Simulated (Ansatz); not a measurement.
Entries from a set of simulations; values are calculated unless marked as measured.

```xyz
6
Lattice="4.592 0.000 0.000 0.000 4.592 0.000 0.000 0.000 2.957" Properties=species:S:1:pos:R:3 pbc="T T T" subject="TiO2 (Rutile): band gap by G0W0 on r2SCAN" method="DFT, r2SCAN, plane waves, PAW (and 1 further level or step)" program="Ansatz 0.2.0" settings_of_one_run="cutoff 500 eV, 6×6×8 k-mesh, smearing width 0.02 eV, default PAW" cost="2 runs, 49 s in all on 1 × NVIDIA H100 80GB HBM3 (shared by 6 runs) with 2 threads of AMD EPYC 7R13 (Zen 3), shared host (the runs of this entry)" notes="The cell and positions come from the Crystallography Open Database and are kept as given unless a step says otherwise. The differences hold parts that these runs do not separate: finite bands, cutoffs and mesh, points of the zone that were not corrected, the start of G0W0, spin-orbit coupling missing from it, static nuclei, no electron-hole attraction, and what each experiment reads as the gap. How much each gives is not known from the steps shown." r2scan_gap_over_mesh_and_path="2.231 eV, direct, at k = Γ" g0w0_r2scan_gap_over_19_of_24_irreducible_mesh_points="3.264 eV, from k = Γ to k = (0.000, -0.500, -0.500)" gw_settings="4×4×6 mesh, 493 empty bands, screening to 230 eV" known_limits="finite bands, screening cutoff and k mesh; no spin-orbit coupling in G0W0"
Ti    0.000    0.000    0.000
Ti    2.296    2.296    1.479
O     1.400    1.400    0.000
O     0.896    3.697    1.479
O     3.192    3.192    0.000
O     3.697    0.896    1.479
```

```xyz
6
Lattice="4.592 0.000 0.000 0.000 4.592 0.000 0.000 0.000 2.957" Properties=species:S:1:pos:R:3 pbc="T T T" subject="TiO2 (Rutile): band gap by G0W0 on HSE06" method="G0W0 on HSE06, plane waves, PAW (and 1 further level or step)" program="Ansatz 0.2.0" settings_of_one_run="cutoff 420 eV, 4×4×6 k-mesh, default PAW, empty bands 493, screening cutoff 230 eV, screening contour deformation, QP bands (v2, c2)" cost="2 runs, 2.2 min in all on 1 × NVIDIA H100 80GB HBM3 (shared by 6 runs) with 2 threads of AMD EPYC 7R13 (Zen 3), shared host (the runs of this entry)" notes="In doubt: masses and optical values from hybrid runs of this build are listed as unsure (in some of the runs), which bears on the screening that GW takes from such a start. The cell and positions come from the Crystallography Open Database and are kept as given unless a step says otherwise. The differences hold parts that these runs do not separate: finite bands, cutoffs and mesh, points of the zone that were not corrected, the start of G0W0, spin-orbit coupling missing from it, static nuclei, no electron-hole attraction, and what each experiment reads as the gap. How much each gives is not known from the steps shown." hse06_gap_over_mesh_and_listed_points="3.396 eV, direct, at k = Γ" g0w0_hse06_gap_over_17_of_24_irreducible_mesh_points="3.665 eV, from k = Γ to k = (0.000, -0.500, -0.500)" gw_settings="4×4×6 mesh, 493 empty bands, screening to 230 eV" known_limits="finite bands, screening cutoff and k mesh; no spin-orbit coupling in G0W0"
Ti    0.000    0.000    0.000
Ti    2.296    2.296    1.479
O     1.400    1.400    0.000
O     0.896    3.697    1.479
O     3.192    3.192    0.000
O     3.697    0.896    1.479
```

[Paths, hosts, dates, memory and timing lines, banners, echoed tables and standing remarks are left out of the program output.]

[Logs are printed without paths, hosts, clocks, repeated set-up lines and the standing remarks that a program may print on its own settings, such as how far it seeks lower states.]

[Runs of the session that timed out or met a known fault of the program may be left out.]

[Cells called generated may have been cut or substituted from an entry of the Crystallography Open Database or the Materials Project.]

[Hosts, paths, dates, database ids (printed as entryN), source tags and the programs' standing remarks are cut or masked in the printed files.]
